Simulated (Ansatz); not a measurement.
# H on Rh(111): change of the work function

Wanted: Δφ(θ) for H/Rh(111), starting from the fcc site.

Calculated with Ansatz 0.2.0; plane-wave DFT, PBE, Ansatz PAW.

Most raw output is cut from this account.

## (1) Set-up

The cell holds 4 atoms: 4 Rh. Cell: a = 2.687 Å, b = 2.687 Å, c = 24.582 Å, α = 90.0°, β = 90.0°, γ = 60.0°. Vacuum lies along c.

## (2) The clean slab

The bare slab comes first, as the zero from which every change is counted. The two lowest layers are held at bulk places and the upper ones relax. The dipole correction removes the false field that a one-sided slab makes across the periodic vacuum, so each face gets a flat vacuum level of its own.

Input file input.yaml:

```yaml
crystal:
  lattice:
    - [2.6870057685, 0.0, 0.0]
    - [1.3435028843, 2.3270152556, 0.0]
    - [0.0, 0.0, 24.5817930688]
  atoms:
    - { symbol: Rh, position: [0.0, 0.0, 0.3661246344] }
    - { symbol: Rh, position: [0.3333333333, 0.3333333333, 0.4553748781] }
    - { symbol: Rh, position: [0.6666666667, 0.6666666667, 0.5446251219] }
    - { symbol: Rh, position: [0.0, 0.0, 0.6338753656] }
kpoints:
  mp_grid: { grid: [12, 12, 1] }
hamiltonian:
  xc: pbe
scf:
  occupations: { method: fermi_dirac, width: 0.1 }
  convergence: { dr2_threshold: 1.0e-08 }
efield:
  axis: 3
  dipole_correction: true
  ramp_position: 0.97
  ramp_width: 0.06
relax:
  f_tol: 0.02
  max_steps: 60
  constraints: [{ sites: [0, 1] }]
output:
  write_potential: true
  write_density: true
  volumetric_format: npy
```

Started as:

```bash
$ ansatz run input.yaml --threads 4 --pin off --max-ram 6144MiB --backend cpu --events-out ev --progress --plain --runs-dir out
```

The job ended after 8.5 s (4 threads of AMD EPYC 7R32 (Zen 2), shared host; peak memory 0.68 GiB).

Step by step:

| step | energy less that of the first step (eV) | largest force component (eV/Å) |
| --- | --- | --- |
| 1 | 0.0000 | 0.0350 |
| 2 | -0.0001 | 0.0224 |
| 3 | -0.0001 | 0.0004 |

Forces are held to the 6 operations that the run works with; a distortion that breaks them can't arise in this run.

The relaxed structure:

```xyz
4
Lattice="2.6870 0.0000 0.0000 1.3435 2.3270 0.0000 0.0000 0.0000 24.5818" Properties=species:S:1:pos:R:3
Rh    0.0000    0.0000    9.0000
Rh    1.3435    0.7757   11.1939
Rh    2.6870    1.5513   13.3841
Rh    0.0000    0.0000   15.5738
```

Numbers from this step:

```
energy at zero smearing   : -25609.9437 eV
work function, upper face : 5.167 eV
dipole along the normal   : 6.05e-5 e·Å
```

Running mean over 2.194 Å of the planar mean; the ramp of the sawtooth is left out. The electron's electrostatic potential energy less the Fermi level by z:

| z (Å) | electron's electrostatic potential energy less the Fermi level (eV) |
| --- | --- |
| 3.5 | 5.17 |
| 4.0 | 5.17 |
| 4.5 | 5.17 |
| 5.0 | 5.16 |
| 5.5 | 5.15 |
| 6.0 | 5.10 |
| 6.5 | 4.90 |
| 7.0 | 4.16 |
| 7.5 | 0.989 |
| 8.0 | -5.57 |
| 8.5 | -11.0 |
| 9.0 | -12.7 |
| 9.5 | -13.0 |
| 10.0 | -13.1 |
| 10.5 | -13.1 |
| 11.0 | -13.2 |
| 11.5 | -13.3 |
| 12.0 | -13.3 |
| 12.5 | -13.3 |
| 13.0 | -13.3 |
| 13.5 | -13.2 |
| 14.0 | -13.2 |
| 14.5 | -13.1 |
| 15.0 | -13.0 |
| 15.5 | -12.8 |
| 16.0 | -11.5 |
| 16.5 | -6.58 |
| 17.0 | 0.143 |
| 17.5 | 3.93 |
| 18.0 | 4.85 |
| 18.5 | 5.08 |
| 19.0 | 5.14 |
| 19.5 | 5.16 |
| 20.0 | 5.17 |
| 20.5 | 5.17 |
| 21.0 | 5.17 |
| 21.5 | 5.17 |

The relaxation took 3 steps and lowered the energy by 1.3e-4 eV; the largest force on the free atoms ends at 4.0e-4 eV/Å.

The work function of the upper face is 5.17 eV.

## (3) The covered slab, k-mesh 6×6×1, coverage 0.25 ML

System of this step: HRh16 (H/Rh(111)). The cell holds 17 atoms: 16 Rh and 1 H. Its edges and angles: a = 5.374 Å, b = 5.374 Å, c = 25.450 Å, α = 90.0°, β = 90.0°, γ = 60.0°. Vacuum lies along c.

The clean slab as it ended is repeated in the plane and the adsorbate is set on one face; the cell's size fixes the coverage, and the k-mesh shrinks with it to keep the sampling density about even. Adsorbate and upper layers relax, since the dipole depends on the height.

Input file input.yaml:

```yaml
crystal:
  lattice:
    - [5.374011537, -1.0e-10, 0.0]
    - [2.6870057685, 4.6540305112, 0.0]
    - [0.0, 0.0, 25.4504523286]
  atoms:
    - { symbol: Rh, position: [0.0, 0.0, 0.3536282925] }
    - { symbol: Rh, position: [0.1666666667, 0.1666666667, 0.4398323015] }
    - { symbol: Rh, position: [0.3333333333, 0.3333333333, 0.5258880221] }
    - { symbol: Rh, position: [0.0, 0.0, 0.6119266672] }
    - { symbol: Rh, position: [0.0, 0.5, 0.3536282925] }
    - { symbol: Rh, position: [0.1666666667, 0.6666666667, 0.4398323015] }
    - { symbol: Rh, position: [0.3333333333, 0.8333333333, 0.5258880221] }
    - { symbol: Rh, position: [0.0, 0.5, 0.6119266672] }
    - { symbol: Rh, position: [0.5, 0.0, 0.3536282925] }
    - { symbol: Rh, position: [0.6666666667, 0.1666666667, 0.4398323015] }
    - { symbol: Rh, position: [0.8333333333, 0.3333333333, 0.5258880221] }
    - { symbol: Rh, position: [0.5, 0.0, 0.6119266672] }
    - { symbol: Rh, position: [0.5, 0.5, 0.3536282925] }
    - { symbol: Rh, position: [0.6666666667, 0.6666666667, 0.4398323015] }
    - { symbol: Rh, position: [0.8333333333, 0.8333333333, 0.5258880221] }
    - { symbol: Rh, position: [0.5, 0.5, 0.6119266672] }
    - { symbol: H, position: [0.1666666667, 0.1666666667, 0.6463717075] }
kpoints:
  mp_grid: { grid: [6, 6, 1] }
hamiltonian:
  xc: pbe
scf:
  occupations: { method: fermi_dirac, width: 0.1 }
  convergence: { dr2_threshold: 1.0e-08 }
efield:
  axis: 3
  dipole_correction: true
  ramp_position: 0.97
  ramp_width: 0.06
relax:
  f_tol: 0.02
  max_steps: 60
  constraints: [{ sites: [0, 1, 4, 5, 8, 9, 12, 13] }]
output:
  dos: { projected: true, e_range: [-8, 4] }
  write_potential: true
  write_density: true
  volumetric_format: npy
  elf: true
```

Run time: 63 s. Hardware: 4 threads; peak memory 2.7 GiB.

Step by step:

| step | energy less that of the first step (eV) | largest force component (eV/Å) |
| --- | --- | --- |
| 1 | 0.0000 | 0.7005 |
| 2 | -0.0585 | 0.0881 |
| 3 | -0.0601 | 0.0223 |
| 4 | -0.0602 | 0.0051 |

Forces are held to the 6 operations that the run works with; a distortion that breaks them can't arise in this run.

The atoms that moved most (Å):

| atom | dx | dy | dz | length |
| --- | --- | --- | --- | --- |
| H17 | 0.000 | 0.000 | 0.119 | 0.119 |
| Rh4 | -0.020 | -0.012 | 0.020 | 0.031 |
| Rh12 | 0.020 | -0.012 | 0.020 | 0.031 |
| Rh8 | 0.000 | 0.023 | 0.020 | 0.031 |

The relaxed structure:

```xyz
17
Lattice="5.3740 0.0000 0.0000 2.6870 4.6540 0.0000 0.0000 0.0000 25.4505" Properties=species:S:1:pos:R:3
Rh    0.0000    0.0000    9.0000
Rh    1.3435    0.7757   11.1939
Rh    2.6880    1.5519   13.3861
Rh   -0.0202   -0.0116   15.5942
Rh    1.3435    2.3270    9.0000
Rh    2.6870    3.1027   11.1939
Rh    4.0305    3.8772   13.3861
Rh    1.3435    2.3503   15.5942
Rh    2.6870    0.0000    9.0000
Rh    4.0305    0.7757   11.1939
Rh    5.3730    1.5519   13.3861
Rh    2.7072   -0.0116   15.5942
Rh    4.0305    2.3270    9.0000
Rh    5.3740    3.1027   11.1939
Rh    6.7175    3.8784   13.3818
Rh    4.0305    2.3270   15.5749
H     1.3435    0.7757   16.5699
```

Numbers from this step:

```
energy at zero smearing        : -102456.1760 eV
work function, upper face      : 5.203 eV
work function, lower face      : 5.168 eV
dipole along the normal        : -0.004755 e·Å
step between the vacuum levels : 0.03440 eV
```

Running mean over 2.194 Å of the planar mean; the ramp of the sawtooth is left out. Electron's electrostatic potential energy less the Fermi level against z:

z (Å), electron's electrostatic potential energy less the Fermi level (eV) and a bar from the least value:
```
        3        5.2 ##############################
        4        5.2 ##############################
        5        5.2 ##############################
        6        5.1 ##############################
        7        4.2 ############################
        8       -5.6 #############
        9      -12.7 #
       10      -13.1 
       11      -13.2 
       12      -13.3 
       13      -13.3 
       14      -13.1 
       15      -13.0 #
       16      -11.9 ##
       17       -0.3 #####################
       18        4.8 #############################
       19        5.2 ##############################
       20        5.2 ##############################
       21        5.2 ##############################
       22        5.2 ##############################
```

The density of states has structure finer than the step of the table below, so its rows give means over 0.25 eV, whole bins alone (the curve runs from -8 to 1.98 eV). Peaks (eV: height): -5.080: 42.1, -4.210: 53.3, -3.310: 41.4, -2.770: 51.7, -2.620: 41.3, -1.590: 43.8, 0.300: 48.7.

Table of density of states by energy, zero at the Fermi level; means over each step:

energy (eV), density of states (states/eV a cell) and a bar:
```
    -7.75        0.0 
    -7.50        0.7 #
    -7.25        0.9 #
    -7.00        1.5 #
    -6.75        2.9 ##
    -6.50        5.3 ####
    -6.25        2.2 ##
    -6.00        4.8 ####
    -5.75        9.6 ########
    -5.50       20.6 #################
    -5.25       23.9 ####################
    -5.00       28.7 ########################
    -4.75       21.0 #################
    -4.50       23.0 ###################
    -4.25       23.2 ###################
    -4.00       17.3 ##############
    -3.75       22.1 ##################
    -3.50       18.7 ################
    -3.25       19.9 #################
    -3.00       24.8 #####################
    -2.75       33.9 ############################
    -2.50       32.6 ###########################
    -2.25       24.1 ####################
    -2.00       25.1 #####################
    -1.75       18.4 ###############
    -1.50       29.2 ########################
    -1.25       20.0 #################
    -1.00       23.1 ###################
    -0.75       27.0 ######################
    -0.50       28.5 ########################
    -0.25       22.6 ###################
     0.00       23.5 ###################
     0.25       36.1 ##############################
     0.50       28.6 ########################
     0.75       16.3 ##############
     1.00        7.7 ######
     1.25        1.7 #
     1.50        6.8 ######
     1.75        7.3 ######
```

Projected DOS per atom over height of the atomic layer and energy from the Fermi level. Layers: Rh4 Rh4 Rh4 Rh4 H from below.

Ten even steps from '0' (0.00 states/eV) to '9' (2.31 states/eV), each cell a mean:
```
11110
00000
33330
79960
75570
86680
84570
75570
84470
96680
99990
56650
55650
54450
55550
49940
28810
02200
00013
00001
00000
00000
```
Columns: height of the atomic layer (Å) from 9 to 16.6 (not evenly spaced); rows upwards: energy from the Fermi level (eV) from -7.96 to 1.95.

Electrostatic potential energy in the ca plane at fractional y = 0.167, with atoms of Rh and H within 0.2 Å of it. With pseudopotentials it is smooth inside the atoms' cores, unlike the true potential.

Ten even steps from '0' (-49 eV) to '9' (10 eV), each cell a mean:
```
87436899888987436887446899999999999999999999
97446898888987446887546899999999999999999999
98778886325888778998778999999999999999999999
99889971000689889999889999999999999999999999
99999960000589999999999999999999999999999999
99888972001689889999889999999999999999999999
98667886446888668898667999999999999999999999
97446898888987446887446899999999999999999999
97446898888987446887546899999999999999999999
98778886325888778998778899999999999999999999
99889971000689889999888679999999999999999999
99999960000589999999997249999999999999999999
99888972001689889999888779999999999999999999
98667887436888768898767899999999999999999999
```
Columns run along c (16.0 Å, from fractional 0.32 to 0.95 of the cell; values clipped at the 3rd and 97th percentile), rows up along a (5.4 Å). Atoms in or near the plane, at fractional coordinates: Rh at (0.44, 0.17), Rh at (0.44, 0.67), H at (0.65, 0.17).

ELF in the ca plane at fractional y = 0.167, with atoms of Rh and H within 0.2 Å of it. It is the smooth field of the valence electrons, not physical close to the nuclei.

Ten even steps from '0' (0.00) to '9' (0.99), each cell a mean:
```
23443222222222442222343221100000000000000000
22343222222222442222343211000000000000000000
22222223453222222222222211000000000000000000
22222225776322222112222221000000000000000000
22222226776322222112222221000000000000000000
22222225775322222222222221000000000000000000
22332222443222232222232211000000000000000000
23443222222222442222343211000000000000000000
22343222222222442222333221100000000000000000
22222223443222222222222454210000000000000000
22222225776322222111225898520000000000000000
22222226776322222111237999630000000000000000
22222225775322222112224898520000000000000000
22332222443222222222222344210000000000000000
```
Columns run along c (16.0 Å, from fractional 0.32 to 0.95 of the cell), rows up along a (5.4 Å). Atoms in or near the plane, at fractional coordinates: Rh at (0.44, 0.17), Rh at (0.44, 0.67), H at (0.65, 0.17).

Valence density in the ca plane at fractional y = 0.167, with atoms of Rh and H within 0.2 Å of it. It is the smooth field of the valence electrons, not physical close to the nuclei.

Values in units of 1e0 e/Å³, 8 rows by 16 columns, each cell a mean:
```
0.8 1.3 0.3 0.4 0.4 1.6 0.5 1.4 0.5 0.0 0.0 0.0 0.0 0.0 0.0 0.0
0.4 0.6 1.0 3.1 0.5 0.7 0.3 0.6 0.3 0.0 0.0 0.0 0.0 0.0 0.0 0.0
0.2 0.3 2.8 9.7 0.7 0.3 0.2 0.3 0.2 0.0 0.0 0.0 0.0 0.0 0.0 0.0
0.4 0.6 1.1 3.3 0.5 0.6 0.3 0.6 0.3 0.0 0.0 0.0 0.0 0.0 0.0 0.0
0.8 1.3 0.3 0.4 0.4 1.6 0.5 1.4 0.5 0.0 0.0 0.0 0.0 0.0 0.0 0.0
0.4 0.6 1.0 3.1 0.5 0.7 0.3 0.6 0.4 0.1 0.0 0.0 0.0 0.0 0.0 0.0
0.2 0.3 2.8 9.7 0.7 0.3 0.2 0.3 0.8 0.1 0.0 0.0 0.0 0.0 0.0 0.0
0.4 0.6 1.1 3.4 0.5 0.6 0.3 0.6 0.4 0.1 0.0 0.0 0.0 0.0 0.0 0.0
```
Columns run along c (16.0 Å, from fractional 0.32 to 0.95 of the cell), rows up along a (5.4 Å). Atoms in or near the plane, at fractional coordinates: Rh at (0.44, 0.17), Rh at (0.44, 0.67), H at (0.65, 0.17).

The relaxation took 4 steps and lowered the energy by 0.060 eV; the largest force on the free atoms ends at 0.0051 eV/Å.

By hand: a sheet of dipoles makes a step −p/(ε₀A) in the electron's potential. With e/ε₀ = 180.95 V·Å, p = -0.004755 e·Å and A = 25.01 Å², that is −180.95 × (-0.004755) / 25.01 = +0.034 eV, and the two vacuum levels of the run differ by +0.034 eV.

The covered face has 5.20 eV, +0.04 eV against the clean one; the bare back face has moved by -0.00 eV, a measure of how thin the slab is.

## (4) Adsorbate added, k-mesh 12×12×1, coverage 1 ML

System of this step: HRh4 (H/Rh(111)). The cell holds 5 atoms: 4 Rh and 1 H. Its edges and angles: a = 2.687 Å, b = 2.687 Å, c = 25.450 Å, α = 90.0°, β = 90.0°, γ = 60.0°. Vacuum lies along c.

Another coverage, to see how the dipoles act on each other as their distance changes.

input.yaml, the sections that differ from step 3:

```yaml
crystal:
  lattice:
    - [2.6870057685, 0.0, 0.0]
    - [1.3435028843, 2.3270152556, 0.0]
    - [0.0, 0.0, 25.4504523286]
  atoms:
    - { symbol: Rh, position: [0.0, 0.0, 0.3536282925] }
    - { symbol: Rh, position: [0.3333333333, 0.3333333333, 0.4398323015] }
    - { symbol: Rh, position: [0.6666666667, 0.6666666667, 0.5258880221] }
    - { symbol: Rh, position: [0.0, 0.0, 0.6119266672] }
    - { symbol: H, position: [0.3333333333, 0.3333333333, 0.6463717075] }
kpoints:
  mp_grid: { grid: [12, 12, 1] }
relax:
  f_tol: 0.02
  max_steps: 60
  constraints: [{ sites: [0, 1] }]
output:
  write_potential: true
  write_density: true
  volumetric_format: npy
# hamiltonian, scf, efield: as in step 3
```

Elapsed: 11 s, on 4 threads; peak memory 0.69 GiB.

Step by step:

| step | energy less that of the first step (eV) | largest force component (eV/Å) |
| --- | --- | --- |
| 1 | 0.0000 | 0.5918 |
| 2 | -0.0432 | 0.2330 |
| 3 | -0.0471 | 0.0291 |
| 4 | -0.0472 | 0.0079 |

The run keeps the 6 symmetry operations that it works with, so distortions that break them were not tested.

The atoms that moved most (Å):

| atom | dx | dy | dz | length |
| --- | --- | --- | --- | --- |
| H5 | 0.000 | 0.000 | 0.171 | 0.171 |
| Rh4 | 0.000 | 0.000 | 0.070 | 0.070 |
| Rh3 | 0.000 | 0.000 | 0.007 | 0.007 |

The relaxed structure:

```xyz
5
Lattice="2.6870 0.0000 0.0000 1.3435 2.3270 0.0000 0.0000 0.0000 25.4505" Properties=species:S:1:pos:R:3
Rh    0.0000    0.0000    9.0000
Rh    1.3435    0.7757   11.1939
Rh    2.6870    1.5513   13.3916
Rh    0.0000    0.0000   15.6441
H     1.3435    0.7757   16.6218
```

Numbers from this step:

```
energy at zero smearing   : -25626.3145 eV
work function, upper face : 5.161 eV
dipole along the normal   : 6.89e-5 e·Å
```

Running mean over 2.194 Å of the planar mean; the ramp of the sawtooth is left out. Table of electron's electrostatic potential energy less the Fermi level by z:

| z (Å) | electron's electrostatic potential energy less the Fermi level (eV) |
| --- | --- |
| 3 | 5.16 |
| 4 | 5.16 |
| 5 | 5.16 |
| 6 | 5.09 |
| 7 | 4.15 |
| 8 | -5.56 |
| 9 | -12.7 |
| 10 | -13.1 |
| 11 | -13.2 |
| 12 | -13.2 |
| 13 | -13.2 |
| 14 | -12.7 |
| 15 | -12.7 |
| 16 | -13.2 |
| 17 | -2.06 |
| 18 | 4.51 |
| 19 | 5.13 |
| 20 | 5.16 |
| 21 | 5.16 |
| 22 | 5.16 |

The relaxation took 4 steps and lowered the energy by 0.047 eV; the largest force on the free atoms ends at 0.0079 eV/Å.

The covered face has 5.16 eV, -0.01 eV against the clean one; the bare back face has moved by -0.01 eV, a measure of how thin the slab is.

## (5) Work function against coverage

This step: plane-wave DFT, PBE, Ansatz PAW; work function against coverage (Ansatz 0.2.0).

The runs are now put side by side.

This step gave:

```
work function of the clean face     : 5.167 eV
largest change of the work function : 0.03520 eV
```

Work function of the covered face against coverage:

| coverage (adsorbates/nm²) | work function of the covered face (eV) |
| --- | --- |
| 0.00 | 5.17 |
| 4.00 | 5.20 |
| 15.99 | 5.16 |

The dipole per adsorbate comes from the change of the cell's dipole. Coverage, by row:

| coverage (1/nm²) | coverage (ML) | work function (eV) | change (eV) | dipole per adsorbate, positive end outwards (debye) | mean height of the added atoms over the highest substrate atom (Å) |
| --- | --- | --- | --- | --- | --- |
| 3.998 | 0.25 | 5.203 | 0.03519 | -0.024 | 0.9757 |
| 15.99 | 1 | 5.161 | -0.006497 | 0 | 0.9777 |

## (6) Summary of results

```
work function of the clean face                        : 5.17 eV
work function at 0.25 ML                               : 5.20 eV
work function at 1 ML                                  : 5.16 eV
dipole per adsorbate at 0.25 ML, positive end outwards : -0.02 D
```

H changes the work function of Rh(111) by less than 0.15 eV at every coverage run, which is within the error of so thin a slab. The slab has 4 layers, at the tabulated experimental lattice constant, one starting site was run, and quantum-size effects of a slab this thin can reach one or two tenths of an eV.

[Logs are printed without paths, hosts, clocks, repeated set-up lines and the standing remarks that a program may print on its own settings, such as how far it seeks lower states.]

[Hosts, paths, dates, database ids (printed as entryN), source tags and the programs' standing remarks are cut or masked in the printed files.]

[Maps of the electrostatic potential energy from Ansatz leave out the sawtooth potential of an applied field or a dipole correction, so their vacuum need not be flat; planar profiles and work functions include it.]

[The density of states shown here was stored with 400 of the rows of the run's finer table, so its peaks can read low, often by over a quarter, or be missed, and its means over a window can be off by a tenth or more.]
